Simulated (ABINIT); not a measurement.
## BaH2 (P6_3/mmc): G0W0 with and without spin-orbit coupling

Aim: spinor G0W0 for BaH2 (P6_3/mmc) beside the scalar-relativistic result.

Program: ABINIT 10.8.3. Level of theory: PBEsol and many-body steps on it, plane waves. Results are calculated unless marked as measured.

**1. The structure**

The structure is hexagonal, space group P6_3/mmc (No. 194). The conventional cell has a = 4.462 Å, b = 4.462 Å, c = 6.055 Å, α = 90.00°, β = 90.00°, γ = 120.00°. Nearest to Ba lie 11 H at 2.58 to 3.03 Å. H has 5 Ba at 2.58 to 3.03 Å and 6 H at 2.99 Å nearest. H has 6 Ba at 2.99 Å and 8 H at 2.99 to 3.03 Å nearest. Farther neighbours are not listed.

The cell and positions are those that the Materials Project relaxed with its own functionals (PBE, PBE+U or r2SCAN), kept fixed. Spin-orbit coupling is left out unless a step names it.

**2. Empty states on the mesh, 3×3×2 mesh, 116 bands**

This step: ABINIT 10.8.3; DFT, PBEsol, plane waves, norm-conserving pseudopotentials.

The sums over transitions need many empty states on a uniform mesh; this step solves for them.

run.abi

```
acell 3*1.0 Angstrom
rprim 
  4.462025052349 0.000000000014 0.000000000000
  -2.231012526186 3.864227047650 0.000000000000
  0.000000000000 0.000000000000 6.055292590000
ntypat 2
znucl 56 1
natom 6
typat 1 1 2 2 2 2
xred 
  0.666666666667 0.333333333333 0.750000000000
  0.333333333333 0.666666666667 0.250000000000
  0.333333333333 0.666666666667 0.750000000000
  0.666666666667 0.333333333333 0.250000000000
  -0.000000000000 -0.000000000000 0.500000000000
  -0.000000000000 -0.000000000000 0.000000000000
pp_dirpath "pseudos"
pseudos "Ba.upf, H.upf"
ecut 32
ngkpt 3 3 2
nshiftk 1
shiftk 0 0 0
kptopt 1
chksymbreak 0
iscf -2
irdden 1
istwfk *1
nband 116
nbdbuf 10
tolwfr 1e-09
nstep 60
prtvol 0
indata_prefix "in"
outdata_prefix "out"
tmpdata_prefix "tmp"
```

Launch:

```sh
> OMP_NUM_THREADS=1 mpirun -n 8 abinit run.abi > log
```

Numbers of over 12 decimals in the logs are rounded to 6 here.

Log:

```text
.Version 10.8.3 of ABINIT. v10.8.2 released Aug 2026.

 Symmetries : space group P6_3/m m c (#194); Bravais hP (primitive hexag.)
[... echo of the input left out ...]
== DATASET  1 ==================================================================
-   mpi_nproc: 8, omp_nthreads: 1 (-1 if OMP is not activated)
-    --> not optimal distribution: autoparal keyword recommended in input file <--

--- !DatasetInfo
iteration_state: {dtset: 1, }
dimensions: {natom: 6, nkpt: 6, mband: 116, nsppol: 1, nspinor: 1, nspden: 1, mpw: 6126, }
cutoff_energies: {ecut:  32.0, pawecutdg:  -1.0, }
[...]
1.62175    1.72482    1.73360    1.73360    1.73465    1.81124    1.81124    1.82001
   1.82001    1.82076    1.84038    1.84038    1.90810    1.93605    1.96563    1.96564
   2.03384    2.04504    2.06471    2.08344
 prteigrs : prtvol=0 or 1, do not print more k-points.

== END DATASET(S) ==============================================================
================================================================================

 -outvars: echo values of variables after computation  --------
            nband         116
             nkpt           6
          spgroup         194
 [... the other variables as echoed above ...]

 Calculation completed.
```

Run time: 34 s. Hardware: 8 MPI ranks of Intel Xeon Platinum 8259CL at 2.50GHz (Skylake/Cascade Lake), shared host; peak memory 0.7 GiB.

Numbers from this step:

| Item | Value |
| --- | --- |
| gap | 1.473 eV |
| k of the valence top | 0, 0, 0 |
| k of the conduction bottom | 0.3333, 0.3333, 0.5 |
| least direct gap | 2.725 eV |
| k points computed | 6 |
| lowest point of the top converged band, above the valence top | 45.06 eV |

On this mesh the gap is 1.473 eV.

The density comes from a self-consistent run that is not shown.

**3. Screening, 3×3×2 mesh, 106 bands, screening to 119.7 eV**

The RPA dielectric matrix is built and inverted for each q.

This step: RPA screening on PBEsol, plane waves, norm-conserving pseudopotentials.

Changes to run.abi since step 2:

```diff
@@ -24,10 +24,11 @@
 chksymbreak 0
-iscf -2
-irdden 1
 istwfk *1
-nband 116
-nbdbuf 10
-tolwfr 1e-09
-nstep 60
-prtvol 0
+occopt 1
+irdwfk 1
+optdriver 3
+nband 106
+ecuteps 4.4
+inclvkb 0
+awtr 1
+symchi 1
 indata_prefix "in"
```

Log:

```text
.Version 10.8.3 of ABINIT. v10.8.2 released Aug 2026.

 Symmetries : space group P6_3/m m c (#194); Bravais hP (primitive hexag.)
[... echo of the input left out ...]
== DATASET  1 ==================================================================
-   mpi_nproc: 8, omp_nthreads: 1 (-1 if OMP is not activated)

--- !DatasetInfo
iteration_state: {dtset: 1, }
dimensions: {natom: 6, nkpt: 6, mband: 106, nsppol: 1, nspinor: 1, nspden: 1, mpw: 6126, }
cutoff_energies: {ecut:  32.0, pawecutdg:  -1.0, }
electrons: {nelect:   2.40000000E+01, charge:   0.00000000E+00, occopt:   1.00000000E+00, tsmear:   1.00000000E-02, }

 SCREENING: Calculation of the susceptibility and dielectric matrices

 Based on a program developped by R.W. Godby, V. Olevano, G. Onida, and L. Reining.
 Incorporated in ABINIT by V. Olevano, G.-M. Rignanese, and M. Torrent.
.Using double precision arithmetic ; gwpc =  8

[... cell and pseudopotentials left out ...]
--------------------------------------------------------------------------------

 ==== K-mesh for the wavefunctions ====
 Number of points in the irreducible wedge :     6
[... list of points left out ...]
 Together with 24 symmetry operations and time-reversal symmetry
 yields    18 points in the full Brillouin Zone.

 ==== Q-mesh for the screening function ====
 Number of points in the irreducible wedge :     6
[... list of points left out ...]
 Together with 24 symmetry operations and time-reversal symmetry
 yields    18 points in the full Brillouin Zone.

 setmesh: FFT mesh size selected  =    25x   25x   40
          total number of points  =        25000

 vcoul_init : cutoff-mode = AUXILIARY_FUNCTION
 q-points for optical limit:   1
     1)      0.000010    0.000020    0.000030

- screening: taking advantage of time-reversal symmetry
- Maximum band index for partially occupied states nbvw = 12
- Remaining bands to be divided among processors   nbcw = 94
- Number of bands treated by each node ~11

 Number of electrons calculated from density =   24.0000; Expected =   24.0000
 average of density, n =  0.034063
 r_s =    1.9137
 omega_plasma =   17.8032 [eV]

 calculating chi0 at frequencies [eV] :
  1    0.000000E+00    0.000000E+00
  2    0.000000E+00    1.780320E+01

--------------------------------------------------------------------------------
  q-point number  1        q = ( 0.000000, 0.000000, 0.000000) [r.l.u.]
--------------------------------------------------------------------------------
[... chi0 elements left out ...]
 For q-point:  0.000010 0.000020 0.000030
  dielectric constant =   5.7391
  dielectric constant without local fields =   6.3686

  Average fulfillment of the sum rule on Im[epsilon] for q-point    1 :     85.36  [%]
[... wings left out ...]
  q-point number  2        q = ( 0.333333, 0.000000, 0.000000) [r.l.u.]
--------------------------------------------------------------------------------
[... chi0 elements left out ...]
  Average fulfillment of the sum rule on Im[epsilon] for q-point    2 :     92.02  [%]

 [... 4 further q-points ...]
```

The job ended after 12 s (8 MPI ranks; peak memory 1.2 GiB).

This step gave:

| Quantity | Value |
| --- | --- |
| ε∞ with local fields, on this mesh, along the program's q direction | 5.739 |
| the same without local fields | 6.369 |
| plasma frequency | 17.80 eV |
| plane waves in the screening matrix | 299 |

Local fields lower ε∞ by 10 %. On a Γ-centred mesh this coarse the value itself is usually too large, while a short band sum pulls it down.

**4. Scalar-relativistic**

The self-energy is evaluated for the states that the input lists, and the levels follow from it, in one-shot runs by the linearised quasiparticle equation.

This step: G0W0 on PBEsol, plane waves, norm-conserving pseudopotentials.

Changes to run.abi since step 3:

```diff
@@ -27,8 +27,17 @@
 irdwfk 1
-optdriver 3
+optdriver 4
 nband 106
+gwcalctyp 0
+ecutsigx 32
+symsigma 1
+nkptgw 2
+kptgw 
+  0.0000000000 0.0000000000 0.0000000000
+  0.3333333333 0.3333333333 0.5000000000
+bdgw 
+  11 14
+  11 14
 ecuteps 4.4
-inclvkb 0
-awtr 1
-symchi 1
+irdscr 1
+ppmodel 1
 indata_prefix "in"
```

Log:

```text
.Version 10.8.3 of ABINIT. v10.8.2 released Aug 2026.

 Symmetries : space group P6_3/m m c (#194); Bravais hP (primitive hexag.)
[... echo of the input left out ...]
== DATASET  1 ==================================================================
-   mpi_nproc: 8, omp_nthreads: 1 (-1 if OMP is not activated)

--- !DatasetInfo
iteration_state: {dtset: 1, }
dimensions: {natom: 6, nkpt: 6, mband: 106, nsppol: 1, nspinor: 1, nspden: 1, mpw: 6126, }
cutoff_energies: {ecut:  32.0, pawecutdg:  -1.0, }
electrons: {nelect:   2.40000000E+01, charge:   0.00000000E+00, occopt:   1.00000000E+00, tsmear:   1.00000000E-02, }

 SIGMA: Calculation of the GW corrections

 Based on a program developped by R.W. Godby, V. Olevano, G. Onida, and L. Reining.
 Incorporated in ABINIT by V. Olevano, G.-M. Rignanese, and M. Torrent.
.Using double precision arithmetic ; gwpc =  8

[... cell and pseudopotentials left out ...]
--------------------------------------------------------------------------------

 ==== K-mesh for the wavefunctions ====
 Number of points in the irreducible wedge :     6
[... list of points left out ...]
 Together with 24 symmetry operations and time-reversal symmetry
 yields    18 points in the full Brillouin Zone.

 ==== Q-mesh for screening function ====
 Number of points in the irreducible wedge :     6
[... list of points left out ...]
 Together with 24 symmetry operations and time-reversal symmetry
 yields    18 points in the full Brillouin Zone.

 vcoul_init : cutoff-mode = AUXILIARY_FUNCTION
 q-points for optical limit:   1
     1)      0.000010    0.000020    0.000030
 setmesh: FFT mesh size selected  =    40x   40x   60
          total number of points  =        96000

 Number of electrons calculated from density =   24.0000; Expected =   24.0000
 average of density, n =  0.034063
 r_s =    1.9137
 omega_plasma =   17.8032 [eV]

 === KS Band Gaps ===
  >>>> For spin  1
   Minimum direct gap =   2.7256 [eV], located at k-point      :   0.0000  0.0000  0.0000
   Fundamental gap    =   1.4734 [eV], Top of valence bands at :   0.0000  0.0000  0.0000
                                       Bottom of conduction at :   0.3333  0.3333  0.5000
 SIGMA fundamental parameters:
 PLASMON POLE MODEL  1
 number of plane-waves for SigmaX                 6089
 number of plane-waves for SigmaC and W            299
 number of plane-waves for wavefunctions          6089
 number of bands                                   106
 number of independent spin polarizations            1
 number of spinorial components                      1
 number of k-points in IBZ                           6
 number of q-points in IBZ                           6
 number of symmetry operations                      24
 number of k-points in BZ                           18
 number of q-points in BZ                           18
 number of frequencies for dSigma/dE                 9
 frequency step for dSigma/dE [eV]                0.25
 number of omega for Sigma on real axis              0
 max omega for Sigma on real axis  [eV]           0.00
 zcut for avoiding poles [eV]                     0.10

 EPSILON^-1 parameters (SCR file):
 dimension of the eps^-1 matrix on file            299
 dimension of the eps^-1 matrix used               299
 number of plane-waves for wavefunctions          6089
 number of bands                                   106
 number of q-points in IBZ                           6
 number of frequencies                               2
 number of real frequencies                          1
 number of imag frequencies                          1

 matrix elements of self-energy operator (all in [eV])

 Perturbative Calculation

--- !SelfEnergy_ee
iteration_state: {dtset: 1, }
kpoint     : [   0.000,    0.000,    0.000, ]
spin       : 1
KS_gap     :    2.726
QP_gap     :    4.298
Delta_QP_KS:    1.573
data: !SigmaeeData |
     Band     E0 <VxcDFT>   SigX SigC(E0)      Z dSigC/dE  Sig(E)    E-E0       E
       11   3.623 -10.601 -13.543   1.909   0.771  -0.298 -11.397  -0.796   2.827
       12   4.131 -10.778 -13.538   1.751   0.774  -0.293 -11.559  -0.781   3.350
       13   6.857  -9.229  -4.726  -3.527   0.812  -0.232  -8.436   0.792   7.649
       14   6.857  -9.229  -4.726  -3.527   0.812  -0.232  -8.436   0.792   7.649

--- !SelfEnergy_ee
iteration_state: {dtset: 1, }
kpoint     : [   0.333,    0.333,    0.500, ]
spin       : 1
KS_gap     :    3.017
QP_gap     :    4.599
Delta_QP_KS:    1.582
data: !SigmaeeData |
     Band     E0 <VxcDFT>   SigX SigC(E0)      Z dSigC/dE  Sig(E)    E-E0       E
       11   2.587 -11.072 -14.405   2.222   0.773  -0.293 -11.931  -0.859   1.728
       12   2.587 -11.072 -14.405   2.222   0.773  -0.293 -11.931  -0.859   1.728
       13   5.605  -8.695  -4.279  -3.526   0.812  -0.231  -7.972   0.722   6.327
       14   5.605  -8.695  -4.279  -3.526   0.812  -0.231  -7.972   0.722   6.327

== END DATASET(S) ==============================================================
================================================================================

 -outvars: echo values of variables after computation  --------
           etotal      0.0000000000E+00
            nband         106
             nkpt           6
          spgroup         194
 [... the other variables as echoed above ...]

 Calculation completed.
```

It took 8.6 s on 8 MPI ranks; peak memory 1.3 GiB; 67 s of CPU time.

This step gave:

```yaml
g0w0_gap_on_the_points_computed: 2.977 eV
starting_gap_on_the_mesh: 1.473 eV
k_of_the_valence_top: 0, 0, 0
k_of_the_conduction_bottom: 0.3333, 0.3333, 0.5
z_at_the_valence_top: 0.774
z_at_the_conduction_bottom: 0.812
least_direct_g0w0_gap_on_the_computed_points: 4.299 eV
```

The gap on the mesh goes from 1.47 eV to 2.98 eV, a correction of +1.50 eV.

**5. Empty states on the mesh, 3×3×2 mesh, 232 bands**

This step: DFT, PBEsol with spin-orbit coupling, plane waves, norm-conserving pseudopotentials.

Changes to run.abi since step 4:

```diff
@@ -19,2 +19,3 @@
 ecut 32
+nspinor 2
 ngkpt 3 3 2
@@ -24,20 +25,10 @@
 chksymbreak 0
+iscf -2
+irdden 1
 istwfk *1
-occopt 1
-irdwfk 1
-optdriver 4
-nband 106
-gwcalctyp 0
-ecutsigx 32
-symsigma 1
-nkptgw 2
-kptgw 
-  0.0000000000 0.0000000000 0.0000000000
-  0.3333333333 0.3333333333 0.5000000000
-bdgw 
-  11 14
-  11 14
-ecuteps 4.4
-irdscr 1
-ppmodel 1
+nband 232
+nbdbuf 20
+tolwfr 1e-09
+nstep 60
+prtvol 0
 indata_prefix "in"
```

Log:

```text
.Version 10.8.3 of ABINIT. v10.8.2 released Aug 2026.

 Symmetries : space group P6_3/m m c (#194); Bravais hP (primitive hexag.)
[... echo of the input left out ...]
== DATASET  1 ==================================================================
-   mpi_nproc: 8, omp_nthreads: 1 (-1 if OMP is not activated)
-    --> not optimal distribution: autoparal keyword recommended in input file <--

--- !DatasetInfo
iteration_state: {dtset: 1, }
dimensions: {natom: 6, nkpt: 6, mband: 232, nsppol: 1, nspinor: 2, nspden: 1, mpw: 6126, }
cutoff_energies: {ecut:  32.0, pawecutdg:  -1.0, }
[...]
1.90835    1.90835    1.93598    1.93598    1.96440    1.96440    1.96679    1.96679
   2.03372    2.03376    2.04444    2.04451    2.06135    2.06168    2.08372    2.08418
 prteigrs : prtvol=0 or 1, do not print more k-points.

== END DATASET(S) ==============================================================
================================================================================

 -outvars: echo values of variables after computation  --------
            nband         232
             nkpt           6
          spgroup         194
 [... the other variables as echoed above ...]

 Calculation completed.
```

The job ended after 3.7 min (8 MPI ranks; peak memory 0.91 GiB; 29 min of CPU time).

This step gave:

* gap: 1.450 eV
* k of the valence top: 0, 0, 0
* k of the conduction bottom: 0.3333, 0.3333, 0.5
* least direct gap: 2.675 eV
* k points computed: 6
* lowest point of the top converged band, above the valence top: 45.04 eV

On this mesh the gap is 1.450 eV.

The density comes from a self-consistent run that is not shown, made with spin-orbit coupling and fully relativistic files.

**6. Screening, 3×3×2 mesh, 212 bands, screening to 119.7 eV**

This step: RPA screening on PBEsol with spin-orbit coupling, plane waves, norm-conserving pseudopotentials.

Changes to run.abi since step 5:

```diff
@@ -25,10 +25,11 @@
 chksymbreak 0
-iscf -2
-irdden 1
 istwfk *1
-nband 232
-nbdbuf 20
-tolwfr 1e-09
-nstep 60
-prtvol 0
+occopt 1
+irdwfk 1
+optdriver 3
+nband 212
+ecuteps 4.4
+inclvkb 0
+awtr 1
+symchi 1
 indata_prefix "in"
```

Log:

```text
.Version 10.8.3 of ABINIT. v10.8.2 released Aug 2026.

 Symmetries : space group P6_3/m m c (#194); Bravais hP (primitive hexag.)
[... echo of the input left out ...]
== DATASET  1 ==================================================================
-   mpi_nproc: 8, omp_nthreads: 1 (-1 if OMP is not activated)

--- !DatasetInfo
iteration_state: {dtset: 1, }
dimensions: {natom: 6, nkpt: 6, mband: 212, nsppol: 1, nspinor: 2, nspden: 1, mpw: 6126, }
cutoff_energies: {ecut:  32.0, pawecutdg:  -1.0, }
electrons: {nelect:   2.40000000E+01, charge:   0.00000000E+00, occopt:   1.00000000E+00, tsmear:   1.00000000E-02, }

 SCREENING: Calculation of the susceptibility and dielectric matrices

 Based on a program developped by R.W. Godby, V. Olevano, G. Onida, and L. Reining.
 Incorporated in ABINIT by V. Olevano, G.-M. Rignanese, and M. Torrent.
.Using double precision arithmetic ; gwpc =  8

[... cell and pseudopotentials left out ...]
--------------------------------------------------------------------------------

 ==== K-mesh for the wavefunctions ====
 Number of points in the irreducible wedge :     6
[... list of points left out ...]
 Together with 24 symmetry operations and time-reversal symmetry
 yields    18 points in the full Brillouin Zone.

 ==== Q-mesh for the screening function ====
 Number of points in the irreducible wedge :     6
[... list of points left out ...]
 Together with 24 symmetry operations and time-reversal symmetry
 yields    18 points in the full Brillouin Zone.

 setmesh: FFT mesh size selected  =    25x   25x   40
          total number of points  =        25000

 vcoul_init : cutoff-mode = AUXILIARY_FUNCTION
 q-points for optical limit:   1
     1)      0.000010    0.000020    0.000030

- screening: taking advantage of time-reversal symmetry
- Maximum band index for partially occupied states nbvw = 24
- Remaining bands to be divided among processors   nbcw = 188
- Number of bands treated by each node ~23

 Number of electrons calculated from density =   24.0000; Expected =   24.0000
 average of density, n =  0.034063
 r_s =    1.9137
 omega_plasma =   17.8032 [eV]

 calculating chi0 at frequencies [eV] :
  1    0.000000E+00    0.000000E+00
  2    0.000000E+00    1.780320E+01

--------------------------------------------------------------------------------
  q-point number  1        q = ( 0.000000, 0.000000, 0.000000) [r.l.u.]
--------------------------------------------------------------------------------
[... chi0 elements left out ...]
 For q-point:  0.000010 0.000020 0.000030
  dielectric constant =   5.7853
  dielectric constant without local fields =   6.4182

  Average fulfillment of the sum rule on Im[epsilon] for q-point    1 :     85.42  [%]
[... wings left out ...]
  q-point number  2        q = ( 0.333333, 0.000000, 0.000000) [r.l.u.]
--------------------------------------------------------------------------------
[... chi0 elements left out ...]
  Average fulfillment of the sum rule on Im[epsilon] for q-point    2 :     92.09  [%]

 [... 4 further q-points ...]
```

Wall time 88 s (8 MPI ranks); peak memory 2.8 GiB; 12 min of CPU time.

This step gave:

```
ε∞ with local fields, on this mesh, along the program's q direction : 5.785
the same without local fields                                       : 6.418
plasma frequency                                                    : 17.80 eV
plane waves in the screening matrix                                 : 299
```

(Continued in part 2 of 2.)

[Paths, hosts, dates, memory and timing lines, banners, echoed tables and standing remarks are left out of the program output.]

[Logs are printed without paths, hosts, clocks, repeated set-up lines and the standing remarks that a program may print on its own settings, such as how far it seeks lower states.]

[Runs of the session that timed out or met a known fault of the program may be left out.]

[Hosts, paths, dates, database ids (printed as entryN), source tags and the programs' standing remarks are cut or masked in the printed files.]

[G0W0 gaps are taken among the corrected bands and points alone; a level outside them can change the order at an edge.]

[Where Ansatz stands beside ABINIT at settings called matched, ABINIT's density can come from a denser mesh and the files from another edition; pairs whose starting gaps differed by over 0.03 eV were left out, so agreement reads better than it is.]
